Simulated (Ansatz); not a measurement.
# Phonons of InAs (F-43m) against volume

Aim: how the phonons of InAs (F-43m) shift with volume, and the thermal expansion that follows.

Program: Ansatz 0.2.0. Level of theory: DFT PBEsol, scalar-relativistic, plane waves, PAW; PAW set soft_1. Results are calculated unless marked as measured.

Most raw output is cut from this account.

The database entry behind the starting cell differs from later determinations by our own check (about 0.4 % short), so it need not match the best structure at ambient conditions.

## 1. Starting point

It takes space group F-43m (No. 216, cubic). Conventional cell: a = 6.087 Å, b = 6.087 Å, c = 6.087 Å, α = 90.00°, β = 90.00°, γ = 90.00°. In has 4 As at 2.64 Å nearest. As has 4 In at 2.64 Å nearest. Farther neighbours are not listed.

Structure file:

```cif
data_structure
_symmetry_space_group_name_H-M 'F-43m'
_symmetry_Int_Tables_number 216
_cell_length_a 6.0871
_cell_length_b 6.0871
_cell_length_c 6.0871
_cell_angle_alpha 90.000
_cell_angle_beta 90.000
_cell_angle_gamma 90.000
_cell_volume 225.54
loop_
_atom_site_label
_atom_site_type_symbol
_atom_site_symmetry_multiplicity
_atom_site_Wyckoff_symbol
_atom_site_fract_x
_atom_site_fract_y
_atom_site_fract_z
_atom_site_occupancy
In1 In 4 a 0.00000 0.00000 0.00000 1
As1 As 4 d 0.25000 0.25000 0.75000 1
```

## 2. Phonons on a q mesh

The cell comes from relaxations at this level that are not shown. Stability and thermal properties need the whole zone. Linear response on a 4×4×4 q mesh gives force constants as far as a supercell of that size would.

Contents of input.yaml:

```yaml
crystal:
  lattice:
    - [0.0, 3.0435397065, 3.0435397065]
    - [3.0435397065, 0.0, 3.0435397065]
    - [3.0435397065, 3.0435397065, 0.0]
  atoms:
    - { symbol: In, position: [0.0, 0.0, 0.0] }
    - { symbol: As, position: [0.25, 0.25, 0.25] }
kpoints:
  mp_grid: { grid: [12, 12, 12] }
hamiltonian:
  xc: pbesol
  pseudopotentials: { kind: paw, azcp: { folder: soft_1 }, xc_functional: pbe }
scf:
  occupations: { method: methfessel_paxton, width: 0.2 }
output:
  eigenvalues: true
phonons:
  method: dfpt
  qmesh: [4, 4, 4]
  temperatures: { t_max: 1000, t_step: 50 }
  qpath:
    path:
      - [[0.0, 0.0, 0.0], [-0.5, -0.5, 0.0], [-0.375, -0.375, 0.25]]
      - [[-0.375, 0.0, 0.375], [0.0, 0.0, 0.0], [0.0, 0.0, 0.5], [-0.5, -0.25, 0.25], [-0.5, -0.5, 0.0]]
    npoints: 10
```

On the command line:

```sh
$ ansatz run input.yaml --threads 4 --pin off --max-ram 10240MiB --backend cpu --events-out ev --progress --plain --runs-dir out
```

The job ended after 3.9 min (4 threads of Intel Xeon 6975P-C (Granite Rapids), shared host; peak memory 3.9 GiB; 14 min of CPU time).

This step gave:

| Quantity | Value |
| --- | --- |
| volume per atom | 28.19 Å³ |
| gap on the k-mesh | 0 eV |
| sum-rule residual before enforcement | 5.15e-5 eV/Å² |
| lowest frequency on the path | 0 cm⁻¹ |
| point group | -43m |
| highest frequency on the path or at a solved wavevector | 222.2 cm⁻¹ |
| mean frequency | 142.3 cm⁻¹ |
| Debye temperature (second moment) | 295 K |
| logarithmic mean frequency | 119.5 cm⁻¹ |
| highest optical mode at the zone centre (no LO-TO term) | 208.0 cm⁻¹ |
| lowest optical zone-centre mode | 208.0 cm⁻¹ |
| lowest mode on the q mesh (acoustic modes at Γ apart) | 34.69 cm⁻¹ |
| zero-point energy per atom | 26.46 meV |
| heat capacity at 300 K | 23.79 J/(mol atoms K) |
| vibrational entropy at 300 K | 39.43 J/(mol atoms K) |
| edges of the widest gap between branches, on path and mesh | 164.5, 177.2 cm⁻¹ |

Frequencies (cm⁻¹) solved at each irreducible wavevector; negative means imaginary. Frequencies by wavevector, by row:

```
q in reciprocal lattice units  star  mode 1  mode 2  mode 3  mode 4  mode 5  mode 6
                        0 0 0     1       0       0       0     208     208     208
                     0 0 0.25     8    34.7    34.7    96.4   208.5   208.5   219.3
                     0 0 -0.5     4    40.8    40.8   147.5   200.1   209.3   209.3
                  0 0.25 0.25     6    46.2    46.2    99.2   207.6   207.6   220.3
                  0 0.25 -0.5    24    49.3    66.9   135.4     192   208.5   218.5
                 0 0.25 -0.25    12      48    67.4   120.9   194.4   207.5   221.1
                  0 -0.5 -0.5     3    48.5    48.5   164.5   191.9   209.8   209.8
              0.25 -0.5 -0.25     6    60.5    73.2   144.6   177.2   210.3   220.6
```

Symmetry leaves 8 wavevectors to solve. The lowest mode among them, the acoustic zeros apart, lies at q = (0, 0, 0.25) and is real, 34.7 cm⁻¹.

## 3. Relaxing at another volume, volume ratio 0.97

The volume is scaled by 0.97 and held; symmetry leaves nothing to relax, so this is a single point. The modes can then be followed against volume.

input.yaml, the sections that differ from step 2:

```yaml
crystal:
  lattice:
    - [0.0, 3.0127947791, 3.0127947791]
    - [3.0127947791, 0.0, 3.0127947791]
    - [3.0127947791, 3.0127947791, 0.0]
  atoms:
    - { symbol: In, position: [0.0, 0.0, 0.0] }
    - { symbol: As, position: [0.25, 0.25, 0.25] }
output:
  forces: true
  stress: true
  eigenvalues: true
# kpoints, hamiltonian, scf: as in step 2
# phonons: removed
```

It took 1.2 s on 4 threads; peak memory 0.41 GiB.

Numbers from this step:

```
pressure        : 1.834 GPa
volume per atom : 27.35 Å³
```

The run ends at a pressure of 1.83 GPa.

## 4. Phonons at the other volume, volume ratio 0.97

The phonons are repeated at this volume on the same k and q meshes.

input.yaml: that of step 3 with these lines changed.

```diff
@@ -16,4 +16,11 @@
 output:
-  forces: true
-  stress: true
   eigenvalues: true
+phonons:
+  method: dfpt
+  qmesh: [4, 4, 4]
+  temperatures: { t_max: 1000, t_step: 50 }
+  qpath:
+    path:
+      - [[0.0, 0.0, 0.0], [-0.5, -0.5, 0.0], [-0.375, -0.375, 0.25]]
+      - [[-0.375, 0.0, 0.375], [0.0, 0.0, 0.0], [0.0, 0.0, 0.5], [-0.5, -0.25, 0.25], [-0.5, -0.5, 0.0]]
+    npoints: 10
```

Wall time 3.5 min (4 threads); peak memory 3.8 GiB.

This step gave:

```
sum-rule residual before enforcement                       : 6.61e-5 eV/Å²
highest frequency on the path or at a solved wavevector    : 232.6 cm⁻¹
mean frequency                                             : 147.2 cm⁻¹
Debye temperature (second moment)                          : 308 K
logarithmic mean frequency                                 : 121.5 cm⁻¹
highest optical mode at the zone centre (no LO-TO term)    : 216.6 cm⁻¹
lowest optical zone-centre mode                            : 216.6 cm⁻¹
lowest mode on the q mesh (acoustic modes at Γ apart)      : 33.41 cm⁻¹
zero-point energy per atom                                 : 27.38 meV
heat capacity at 300 K                                     : 23.69 J/(mol atoms K)
vibrational entropy at 300 K                               : 39.05 J/(mol atoms K)
edges of the widest gap between branches, on path and mesh : 170.2, 184.9 cm⁻¹
```

Frequencies (cm⁻¹) solved at each irreducible wavevector; negative means imaginary. Frequencies by wavevector, by row:

| q in reciprocal lattice units | star | mode 1 | mode 2 | mode 3 | mode 4 | mode 5 | mode 6 |
| --- | --- | --- | --- | --- | --- | --- | --- |
| 0 0 0 | 1 | 0 | 0 | 0 | 216.6 | 216.6 | 216.6 |
| 0 0 0.25 | 8 | 33.4 | 33.4 | 99.5 | 217.8 | 217.8 | 227.9 |
| 0 0 -0.5 | 4 | 37.8 | 37.8 | 150.5 | 209.9 | 219.1 | 219.1 |
| 0 0.25 0.25 | 6 | 44.7 | 44.7 | 103.2 | 217.4 | 217.4 | 228.4 |
| 0 0.25 -0.5 | 24 | 46.4 | 66 | 140.1 | 200.5 | 218.8 | 228.7 |
| 0 0.25 -0.25 | 12 | 46.3 | 66.9 | 125 | 203.3 | 217.3 | 231.1 |
| 0 -0.5 -0.5 | 3 | 44.2 | 44.2 | 170.2 | 199.7 | 220.6 | 220.6 |
| 0.25 -0.5 -0.25 | 6 | 58.9 | 72 | 150.1 | 184.9 | 221.2 | 231.1 |

The highest optical mode at the zone centre (no LO-TO term) is 216.6 cm⁻¹, +8.7 cm⁻¹ against the base run.

## 5. Relaxing at another volume, volume ratio 1.03

The volume is scaled by 1.03 and held; symmetry leaves nothing to relax, so this is a single point. The modes can then be followed against volume.

input.yaml, the sections that differ from step 4:

```yaml
crystal:
  lattice:
    - [0.0, 3.0736757229, 3.0736757229]
    - [3.0736757229, 0.0, 3.0736757229]
    - [3.0736757229, 3.0736757229, 0.0]
  atoms:
    - { symbol: In, position: [0.0, 0.0, 0.0] }
    - { symbol: As, position: [0.25, 0.25, 0.25] }
output:
  forces: true
  stress: true
  eigenvalues: true
# kpoints, hamiltonian, scf: as in step 4
# phonons: removed
```

Wall time 1.3 s (4 threads); peak memory 0.43 GiB.

Numbers from this step:

| Item | Value |
| --- | --- |
| pressure | -1.528 GPa |
| volume per atom | 29.04 Å³ |

The run ends at a pressure of -1.53 GPa.

## 6. Phonons at the other volume, volume ratio 1.03

input.yaml: that of step 5 with these lines changed.

```diff
@@ -16,4 +16,11 @@
 output:
-  forces: true
-  stress: true
   eigenvalues: true
+phonons:
+  method: dfpt
+  qmesh: [4, 4, 4]
+  temperatures: { t_max: 1000, t_step: 50 }
+  qpath:
+    path:
+      - [[0.0, 0.0, 0.0], [-0.5, -0.5, 0.0], [-0.375, -0.375, 0.25]]
+      - [[-0.375, 0.0, 0.375], [0.0, 0.0, 0.0], [0.0, 0.0, 0.5], [-0.5, -0.25, 0.25], [-0.5, -0.5, 0.0]]
+    npoints: 10
```

Elapsed: 3.8 min, on 4 threads; peak memory 4 GiB; 14 min of CPU time.

This step gave:

- sum-rule residual before enforcement: 6.18e-5 eV/Å²
- highest frequency on the path or at a solved wavevector: 212.7 cm⁻¹
- mean frequency: 137.5 cm⁻¹
- Debye temperature (second moment): 284 K
- logarithmic mean frequency: 117.1 cm⁻¹
- highest optical mode at the zone centre (no LO-TO term): 199.8 cm⁻¹
- lowest optical zone-centre mode: 199.8 cm⁻¹
- lowest mode on the q mesh (acoustic modes at Γ apart): 35.64 cm⁻¹
- zero-point energy per atom: 25.57 meV
- heat capacity at 300 K: 23.87 J/(mol atoms K)
- vibrational entropy at 300 K: 39.89 J/(mol atoms K)
- edges of the widest gap between branches, on path and mesh: 159.2, 170 cm⁻¹

The highest optical mode at the zone centre (no LO-TO term) is 199.8 cm⁻¹, -8.2 cm⁻¹ against the base run.

## 7. Grüneisen parameters

The Grüneisen parameter of a mode is minus the logarithmic change of its frequency with volume, −d ln ω / d ln V; weighted by heat capacity it gives the expansion.

Numbers from this step:

```
bulk modulus : 56 GPa
```

Phonon branches along the path, in cm⁻¹:

```
    point  branch 1  branch 2  branch 3  branch 4  branch 5  branch 6
        Γ         0         0         0       208       208       208
  halfway        46        46        99       208       208       220
        X        48        48       164       192       210       210
  halfway        51        56       160       187       210       214
        U        54        65       149       182       209       220
jump to K        54        65       149       182       209       220
  halfway        39        61       101       206       208       219
        Γ         0         0         0       208       208       208
  halfway        35        35        96       208       208       219
        L        41        41       148       200       209       209
  halfway        52        64       137       187       209       219
        W        61        73       145       177       210       221
  halfway        55        61       155       184       210       216
        X        48        48       164       192       210       210
```

The same for volume x 0.97:

| point | branch 1 | branch 2 | branch 3 | branch 4 | branch 5 | branch 6 |
| --- | --- | --- | --- | --- | --- | --- |
| Γ | 0 | 0 | 0 | 217 | 217 | 217 |
| X | 44 | 44 | 170 | 200 | 221 | 221 |
| U | 51 | 64 | 154 | 190 | 219 | 231 |
| K | 51 | 64 | 154 | 190 | 219 | 231 |
| Γ | 0 | 0 | 0 | 217 | 217 | 217 |
| L | 38 | 38 | 150 | 210 | 219 | 219 |
| W | 59 | 72 | 150 | 185 | 221 | 231 |
| X | 44 | 44 | 170 | 200 | 221 | 221 |

The same for volume x 1.03:

```
point  branch 1  branch 2  branch 3  branch 4  branch 5  branch 6
    Γ         0         0         0       200       200       200
    X        52        52       159       185       200       200
    U        56        66       144       174       199       210
    K        56        66       144       174       199       210
    Γ         0         0         0       200       200       200
    L        43        43       144       191       200       200
    W        62        74       139       170       200       211
    X        52        52       159       185       200       200
```

Mode Grueneisen parameter -dln(w)/dln(V), modes matched by rank; at Γ the acoustic branches take the value of a neighbouring point of the path. The mode Grüneisen parameters at the labelled points ():

```csv
point,branch 1,branch 2,branch 3,branch 4,branch 5,branch 6
Γ,-0.28,-0.28,1.33,1.35,1.35,1.35
halfway,-0.91,-0.91,1.33,1.53,1.53,1.19
X,-2.61,-2.61,1.11,1.31,1.66,1.66
halfway,-2.23,-1.43,1.14,1.37,1.65,1.60
U,-1.66,-0.52,1.16,1.45,1.63,1.55
jump to K,-1.66,-0.52,1.16,1.45,1.63,1.55
halfway,-0.99,-0.05,1.12,1.43,1.47,1.35
Γ,-0.99,-0.13,1.23,1.35,1.35,1.35
halfway,-1.06,-1.06,1.09,1.44,1.44,1.26
L,-2.19,-2.19,0.69,1.58,1.51,1.51
halfway,-1.16,-0.39,1.01,1.51,1.58,1.52
W,-0.75,-0.46,1.24,1.40,1.67,1.54
halfway,-1.47,-1.12,1.17,1.39,1.67,1.57
X,-2.61,-2.61,1.11,1.31,1.66,1.66
```

(dS/dlnV)/C_V. Thermodynamic Grueneisen parameter against temperature:

```csv
temperature (K),thermodynamic Grueneisen parameter
50,-0.297
100,0.32
150,0.484
200,0.544
250,0.573
300,0.588
350,0.598
400,0.603
450,0.608
500,0.61
550,0.613
600,0.615
650,0.616
700,0.617
750,0.618
800,0.619
850,0.619
900,0.62
950,0.62
1000,0.621
```

Gamma C_V/(B V) at the static volume. The volume expansion by temperature:

```csv
temperature (K),volume expansion (1e-6/K)
50,-3
100,5.84
150,10.6
200,12.9
250,14.0
300,14.7
350,15.1
400,15.4
450,15.6
500,15.7
550,15.8
600,15.9
650,16
700,16.1
750,16.1
800,16.1
850,16.1
900,16.2
950,16.2
1000,16.2
```

## 8. What came out

```yaml
bulk_modulus: 56 GPa
thermodynamic_grueneisen_parameter_at_300_k: 0.588
volume_expansion_at_300_k_estimated: 14.72 × 10⁻⁶ K⁻¹
```

In words: By this estimate the volume grows by 14.7 × 10⁻⁶ per kelvin at 300 K. The highest optical mode at Γ goes from 217 to 200 cm⁻¹ as the cell grows, a Grüneisen parameter of 1.35. Mode parameters on the path run from -2.6 to 1.7, with a median of 1.3. Modes with negative values stiffen as the cell grows and pull against the expansion. Branches are matched by rank, so values near crossings are rough. The expansion is the Grüneisen estimate at the static volume, with the static bulk modulus. Where the functional closes the gap at Γ, the partly filled states at that one point of a Γ-centred mesh soften the zone-centre modes by up to a few per cent. With no gap, or one that is small against the smearing, the frequencies hang on the k mesh and the smearing, most of all near Kohn anomalies. A semilocal functional can close a gap that the real compound would have, so the metallic treatment may be an artefact of the level. The PAW files were made for PBE and serve the other functionals too.

[Logs are printed without paths, hosts, clocks, repeated set-up lines and the standing remarks that a program may print on its own settings, such as how far it seeks lower states.]

[Hosts, paths, dates, database ids (printed as entryN), source tags and the programs' standing remarks are cut or masked in the printed files.]
